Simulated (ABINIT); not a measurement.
# Quasiparticle gap of TiO2 (Rutile) in ABINIT

Wanted: ground state, empty states, screening and self-energy for TiO2 (Rutile).

Calculated with ABINIT 10.8.3; PBE and many-body steps on it, plane waves.

**What was measured.**

- Gap 3.03 eV: direct gap, E perpendicular to c; optical experiment; 1.6 K; bulk crystal (literature value) (quoted in “Shallow Valence Band of Rutile GeO2 and P-type Doping”, 2020, arxiv:2011.08928).

- Gap 3.09 ± 0.06 eV: optical gap from Tauc plot assuming indirect allowed transition; UV/vis diffuse reflectance, Kubelka-Munk and Tauc analysis; film (30 nm ALD shell on quartz particles, grown at 200 C, annealed in air at 500 C; rutile-rich with some anatase) on SiO2 (quartz particles) (“Defect-Mediated Crystallization of the Particulate TiO2 Photocatalyst Grown by Atomic Layer Deposition”, 2024, pmc:11726664).

- Gap 3.28 eV: optical bandgap after anatase to rutile transformation; spectroscopic ellipsometry; film (polycrystalline sol-gel film on Si(100), annealed at high temperature below 800 °C) (“Photocatalytic Performance of Sol-Gel Prepared TiO2 Thin Films Annealed at Various Temperatures”, 2023, pmc:10419699).

- Gap 3.05 eV: band gap; bulk crystal (literature experimental value) (quoted in “Hydrogen related defects in titanium dioxide at the interface to palladium”, 2021, arxiv:2112.05953).

This is a report of a sequence of runs, with most program output left out.

## (1) The structure

The structure is tetragonal, space group P4_2/mnm (No. 136). The conventional cell has a = 4.592 Å, b = 4.592 Å, c = 2.957 Å, α = 90.00°, β = 90.00°, γ = 90.00°. Ti has 6 O at 1.95 to 1.98 Å nearest. Nearest to O lie 3 Ti at 1.95 to 1.98 Å. Farther neighbours and most contacts between anions are not listed.

The cell and positions come from the Crystallography Open Database and are kept as given unless a step says otherwise.

## (2) Ground state

This step: ABINIT 10.8.3; DFT, PBE, plane waves, norm-conserving pseudopotentials.

The ground-state density comes first.

Input file run.abi:

```
acell 3*1.0 Angstrom
rprim 
  4.592200000000 0.000000000000 0.000000000000
  0.000000000000 4.592200000000 0.000000000000
  0.000000000000 0.000000000000 2.957400000000
ntypat 2
znucl 22 8
natom 6
typat 1 1 2 2 2 2
xred 
  0.000000000000 0.000000000000 0.000000000000
  0.500000000000 0.500000000000 0.500000000000
  0.304960000000 0.304960000000 0.000000000000
  0.195040000000 0.804960000000 0.500000000000
  0.695040000000 0.695040000000 0.000000000000
  0.804960000000 0.195040000000 0.500000000000
pp_dirpath "pseudos"
pseudos "Ti.upf, O.upf"
ecut 38
ngkpt 4 4 8
nshiftk 1
shiftk 0 0 0
kptopt 1
chksymbreak 0
nband 31
occopt 1
tolvrs 1e-10
nstep 60
prtwf 0
indata_prefix "in"
outdata_prefix "out"
tmpdata_prefix "tmp"
```

Run with:

```
OMP_NUM_THREADS=1 mpirun -n 8 abinit run.abi > log
```

It took 33 s on 8 MPI ranks of Arm Neoverse V2, shared host; peak memory 0.64 GiB.

Numbers from this step:

```yaml
total_energy: -5039.8207 eV
gap: 1.917 eV
k_of_the_valence_top: 0, 0, 0
k_of_the_conduction_bottom: 0, 0, 0
least_direct_gap: 1.917 eV
pressure: 4.265 GPa
```

The gap is direct, at Γ.

The cutoff was set for levels, not for stress, so the pressure can be off by some GPa.

## (3) Bands along the symmetry lines

The cheap functional maps the bands first; the places of the edges decide which points the dearer methods must see.

Input file run.abi:

```
acell 3*1.0 Angstrom
rprim 
  4.592200000000 0.000000000000 0.000000000000
  0.000000000000 4.592200000000 0.000000000000
  0.000000000000 0.000000000000 2.957400000000
ntypat 2
znucl 22 8
natom 6
typat 1 1 2 2 2 2
xred 
  0.000000000000 0.000000000000 0.000000000000
  0.500000000000 0.500000000000 0.500000000000
  0.304960000000 0.304960000000 0.000000000000
  0.195040000000 0.804960000000 0.500000000000
  0.695040000000 0.695040000000 0.000000000000
  0.804960000000 0.195040000000 0.500000000000
pp_dirpath "pseudos"
pseudos "Ti.upf, O.upf"
ecut 38
iscf -2
irdden 1
kptopt 0
nkpt 75
kpt 
  0.00000000 0.00000000 0.00000000
  0.00000000 0.06250000 0.00000000
  0.00000000 0.12500000 0.00000000
  0.00000000 0.18750000 0.00000000
  0.00000000 0.25000000 0.00000000
  0.00000000 0.31250000 0.00000000
  0.00000000 0.37500000 0.00000000
  0.00000000 0.43750000 0.00000000
  0.00000000 0.50000000 0.00000000
  0.06250000 0.50000000 0.00000000
  0.12500000 0.50000000 0.00000000
  0.18750000 0.50000000 0.00000000
  0.25000000 0.50000000 0.00000000
  0.31250000 0.50000000 0.00000000
  0.37500000 0.50000000 0.00000000
  0.43750000 0.50000000 0.00000000
  0.50000000 0.50000000 0.00000000
  0.43750000 0.43750000 0.00000000
  0.37500000 0.37500000 0.00000000
  0.31250000 0.31250000 0.00000000
  0.25000000 0.25000000 0.00000000
  0.18750000 0.18750000 0.00000000
  0.12500000 0.12500000 0.00000000
  0.06250000 0.06250000 0.00000000
  0.00000000 0.00000000 0.00000000
  0.00000000 0.00000000 0.06250000
  0.00000000 0.00000000 0.12500000
  0.00000000 0.00000000 0.18750000
  0.00000000 0.00000000 0.25000000
  0.00000000 0.00000000 0.31250000
  0.00000000 0.00000000 0.37500000
  0.00000000 0.00000000 0.43750000
  0.00000000 0.00000000 0.50000000
  0.00000000 0.06250000 0.50000000
  0.00000000 0.12500000 0.50000000
  0.00000000 0.18750000 0.50000000
  0.00000000 0.25000000 0.50000000
  0.00000000 0.31250000 0.50000000
  0.00000000 0.37500000 0.50000000
  0.00000000 0.43750000 0.50000000
  0.00000000 0.50000000 0.50000000
  0.06250000 0.50000000 0.50000000
  0.12500000 0.50000000 0.50000000
  0.18750000 0.50000000 0.50000000
  0.25000000 0.50000000 0.50000000
  0.31250000 0.50000000 0.50000000
  0.37500000 0.50000000 0.50000000
  0.43750000 0.50000000 0.50000000
  0.50000000 0.50000000 0.50000000
  0.43750000 0.43750000 0.50000000
  0.37500000 0.37500000 0.50000000
  0.31250000 0.31250000 0.50000000
  0.25000000 0.25000000 0.50000000
  0.18750000 0.18750000 0.50000000
  0.12500000 0.12500000 0.50000000
  0.06250000 0.06250000 0.50000000
  0.00000000 0.00000000 0.50000000
  0.00000000 0.50000000 0.00000000
  0.00000000 0.50000000 0.06250000
  0.00000000 0.50000000 0.12500000
  0.00000000 0.50000000 0.18750000
  0.00000000 0.50000000 0.25000000
  0.00000000 0.50000000 0.31250000
  0.00000000 0.50000000 0.37500000
  0.00000000 0.50000000 0.43750000
  0.00000000 0.50000000 0.50000000
  0.50000000 0.50000000 0.00000000
  0.50000000 0.50000000 0.06250000
  0.50000000 0.50000000 0.12500000
  0.50000000 0.50000000 0.18750000
  0.50000000 0.50000000 0.25000000
  0.50000000 0.50000000 0.31250000
  0.50000000 0.50000000 0.37500000
  0.50000000 0.50000000 0.43750000
  0.50000000 0.50000000 0.50000000
istwfk *1
nband 36
nbdbuf 7
tolwfr 1e-07
nstep 50
prtwf 0
prtvol 0
indata_prefix "in"
outdata_prefix "out"
tmpdata_prefix "tmp"
```

Run time: 27 s. Hardware: 8 MPI ranks; peak memory 0.69 GiB; 3.5 min of CPU time.

Numbers from this step:

| Property | Result |
| --- | --- |
| gap | 1.917 eV |
| k of the valence top | 0, 0, 0 |
| k of the conduction bottom | 0, 0, 0 |
| least direct gap | 1.917 eV |

The gap is 1.917 eV, as in the run before at this level.

The electronic bands at the labelled points (eV, zero at the top of the highest filled band):

```tsv
point	band 21	band 22	band 23	band 24	band 25	band 26	band 27	band 28
Γ	-0.71	-0.45	-0.45	0.00	1.92	2.22	2.45	2.55
halfway	-1.43	-1.07	-0.82	-0.23	2.21	2.54	2.77	2.84
X	-1.64	-1.64	-0.74	-0.74	2.59	2.59	3.06	3.06
halfway	-1.48	-1.48	-1.08	-1.08	2.32	2.32	2.81	2.81
M	-1.31	-1.31	-1.06	-1.06	1.96	1.96	2.57	2.57
halfway	-1.73	-1.15	-1.12	-0.40	1.99	2.56	2.63	3.07
Γ	-0.71	-0.45	-0.45	0.00	1.92	2.22	2.45	2.55
halfway	-1.78	-1.48	-1.48	-0.46	2.27	2.60	2.87	3.18
Z	-2.35	-2.35	-1.42	-1.42	3.01	3.01	3.21	3.21
halfway	-1.78	-1.78	-1.61	-1.61	2.49	2.49	3.23	3.23
R	-2.04	-2.04	-1.03	-1.03	1.95	1.95	3.24	3.24
halfway	-1.52	-1.52	-0.88	-0.88	2.21	2.21	3.25	3.25
A	-1.27	-1.27	-0.68	-0.68	2.63	2.63	3.26	3.26
halfway	-1.83	-1.56	-1.38	-1.18	2.14	2.81	3.23	3.24
Z	-2.35	-2.35	-1.42	-1.42	3.01	3.01	3.21	3.21
jump to X	-1.64	-1.64	-0.74	-0.74	2.59	2.59	3.06	3.06
halfway	-1.97	-1.97	-0.85	-0.85	2.60	2.60	3.23	3.23
R	-2.04	-2.04	-1.03	-1.03	1.95	1.95	3.24	3.24
jump to M	-1.31	-1.31	-1.06	-1.06	1.96	1.96	2.57	2.57
halfway	-1.78	-1.78	-1.36	-1.36	2.73	2.73	2.93	2.93
A	-1.27	-1.27	-0.68	-0.68	2.63	2.63	3.26	3.26
```

## (4) Empty states on the mesh, 2×2×4 mesh, 494 bands

The sums over transitions need many empty states on a uniform mesh; this step solves for them.

Input file run.abi:

```
acell 3*1.0 Angstrom
rprim 
  4.592200000000 0.000000000000 0.000000000000
  0.000000000000 4.592200000000 0.000000000000
  0.000000000000 0.000000000000 2.957400000000
ntypat 2
znucl 22 8
natom 6
typat 1 1 2 2 2 2
xred 
  0.000000000000 0.000000000000 0.000000000000
  0.500000000000 0.500000000000 0.500000000000
  0.304960000000 0.304960000000 0.000000000000
  0.195040000000 0.804960000000 0.500000000000
  0.695040000000 0.695040000000 0.000000000000
  0.804960000000 0.195040000000 0.500000000000
pp_dirpath "pseudos"
pseudos "Ti.upf, O.upf"
ecut 38
ngkpt 2 2 4
nshiftk 1
shiftk 0 0 0
kptopt 1
chksymbreak 0
irdden 1
istwfk *1
nband 494
prtvol 0
optdriver 6
gwr_task "HDIAGO"
paral_kgb 0
occopt 1
indata_prefix "in"
outdata_prefix "out"
tmpdata_prefix "tmp"
```

Run time: 2.4 min. Hardware: 8 MPI ranks; peak memory 10 GiB; 19 min of CPU time.

Numbers from this step:

```yaml
gap: 1.917 eV
k_of_the_valence_top: 0, 0, 0
k_of_the_conduction_bottom: 0, 0, 0
least_direct_gap: 1.917 eV
k_points_computed: 9
lowest_point_of_the_top_converged_band_above_the_valence_top: 205.8604 eV
```

On this mesh the gap is 1.917 eV.

## (5) Screening, 2×2×4 mesh, 486 bands, screening to 274.8 eV

The RPA dielectric matrix is built and inverted for each q.

This step: RPA screening on PBE, plane waves, norm-conserving pseudopotentials.

Changes to run.abi since step 4:

```diff
@@ -24,10 +24,11 @@
 chksymbreak 0
-irdden 1
 istwfk *1
-nband 494
-prtvol 0
-optdriver 6
-gwr_task "HDIAGO"
-paral_kgb 0
 occopt 1
+irdwfk 1
+optdriver 3
+nband 486
+ecuteps 10.1
+inclvkb 2
+awtr 1
+symchi 1
 indata_prefix "in"
```

Wall time 4 min (8 MPI ranks); peak memory 4.8 GiB; 32 min of CPU time.

Numbers from this step:

* ε∞ with local fields, on this mesh, along the program's q direction: 8.877
* the same without local fields: 9.345
* plasma frequency: 32.58 eV
* plane waves in the screening matrix: 623

Local fields lower ε∞ by 5 %. On a Γ-centred mesh this coarse the value itself is usually too large, while a short band sum pulls it down.

## (6) Self-energy, 2×2×4 mesh, 486 bands, screening to 274.8 eV

The self-energy is evaluated for the states that the input lists, and the levels follow from it, in one-shot runs by the linearised quasiparticle equation.

This step: G0W0 on PBE, plane waves, norm-conserving pseudopotentials.

Changes to run.abi since step 5:

```diff
@@ -27,8 +27,25 @@
 irdwfk 1
-optdriver 3
+optdriver 4
 nband 486
+gwcalctyp 0
+ecutsigx 38
+symsigma 1
+nkptgw 6
+kptgw 
+  0.0000000000 0.0000000000 0.0000000000
+  0.5000000000 0.0000000000 0.0000000000
+  0.5000000000 0.5000000000 0.0000000000
+  0.0000000000 0.0000000000 0.5000000000
+  0.5000000000 0.0000000000 0.5000000000
+  0.5000000000 0.5000000000 0.5000000000
+bdgw 
+  22 26
+  23 26
+  23 26
+  23 26
+  23 26
+  23 26
 ecuteps 10.1
-inclvkb 2
-awtr 1
-symchi 1
+irdscr 1
+ppmodel 1
 indata_prefix "in"
```

The job ended after 4 min (8 MPI ranks; peak memory 5.3 GiB).

This step gave:

* G0W0 gap on the mesh: 3.185 eV
* starting gap on the mesh: 1.917 eV
* k of the valence top: 0, 0, 0
* k of the conduction bottom: 0.5, 0, 0.5
* Z at the valence top: 0.758
* Z at the conduction bottom: 0.773
* least direct G0W0 gap on the computed points: 3.266 eV

The gap on the mesh goes from 1.92 eV to 3.19 eV, a correction of +1.27 eV.

Limits: finite bands, cutoff and mesh; coarse k mesh. v1 is the top filled band, c1 the lowest empty one. Levels before and after the correction, in eV, zero at the valence-band top of each column:

```tsv
	conduction bottom	valence top
Kohn-Sham	1.92	0.00
G0W0	3.19	0.00
```

```tsv
	level	energy (eV)
Kohn-Sham	Γ v3-v2	-0.452
Kohn-Sham	Γ v1	0.000
Kohn-Sham	Γ c1	1.917
Kohn-Sham	Γ c2	2.219
Kohn-Sham	(0.5 0 0.5) v2-v1	-1.032
Kohn-Sham	(0.5 0 0.5) c1-c2	1.953
G0W0	Γ v3-v2	-0.496
G0W0	Γ v1	0.000
G0W0	Γ c1	3.266
G0W0	Γ c2	3.491
G0W0	(0.5 0 0.5) v2-v1	-1.180
G0W0	(0.5 0 0.5) c1-c2	3.185
```

## (7) Where the time went

Times are wall times on 8 MPI ranks of Arm Neoverse V2, shared host, good to a factor of about two.

```tsv
step	time	share	memory (GiB)
ground state	33 s	5 %	0.64
bands along the symmetry lines	27 s	4 %	0.69
empty states on the mesh	2.4 min	21 %	10
screening	4 min	35 %	4.8
self-energy	4 min	35 %	5.3
```

## (8) Results

| Property | Result |
| --- | --- |
| PBE gap | 1.92 eV, direct |
| G0W0 gap on the mesh | 3.19 eV |
| GW settings | 2×2×4 mesh, 486 bands, screening to 274.8 eV, Godby-Needs plasmon pole |
| known limits | not at the basis limit; coarse k mesh |

**Reading.** G0W0 moves the gap on the mesh from 1.92 eV to 3.19 eV (+1.27 eV), with Z of 0.76 and 0.77 at the edges. Local fields lower the RPA ε∞ on this mesh from 9.34 to 8.88; a Γ-centred mesh this coarse tends to raise both, most where the direct gap is narrow, while a short band sum lowers them. G0W0 makes the gap indirect: the least direct gap computed is 3.27 eV. Against experiment, by G0W0@PBE: the direct gap of 3.27 eV lies +0.24 eV from the measured 3.03 eV (direct, 1.6 K, quoted 2020); the gap of 3.19 eV lies +0.10 eV from the measured 3.09 ± 0.06 eV (indirect, on SiO2 (quartz particles), 2024); the gap of 3.19 eV lies −0.09 eV from the measured 3.28 eV (optical, 2023); the gap of 3.19 eV lies +0.14 eV from the measured 3.05 eV (kind not stated, quoted 2021). An exciton line or allowed optical edge lies below the quasiparticle gap by the binding energy; a forbidden edge can push the onset above it. The calculation has static nuclei and no excitons; a measured gap holds zero-point and thermal motion, which mostly lowers it. Bands and cutoff are finite, so the gap is not at the basis limit. The miss can reach some tenths of an eV and take either sign; the mesh is an error of its own. The 2×2×4 mesh is coarse for this cell, which bears on the long-range parts of exchange and screening.

[Paths, hosts, dates, memory and timing lines, banners, echoed tables and standing remarks are left out of the program output.]

[Logs are printed without paths, hosts, clocks, repeated set-up lines and the standing remarks that a program may print on its own settings, such as how far it seeks lower states.]

[Runs of the session that timed out or met a known fault of the program may be left out.]

[Hosts, paths, dates, database ids (printed as entryN), source tags and the programs' standing remarks are cut or masked in the printed files.]

[G0W0 gaps are taken among the corrected bands and points alone; a level outside them can change the order at an edge.]

[Where Ansatz stands beside ABINIT at settings called matched, ABINIT's density can come from a denser mesh and the files from another edition; pairs whose starting gaps differed by over 0.03 eV were left out, so agreement reads better than it is.]
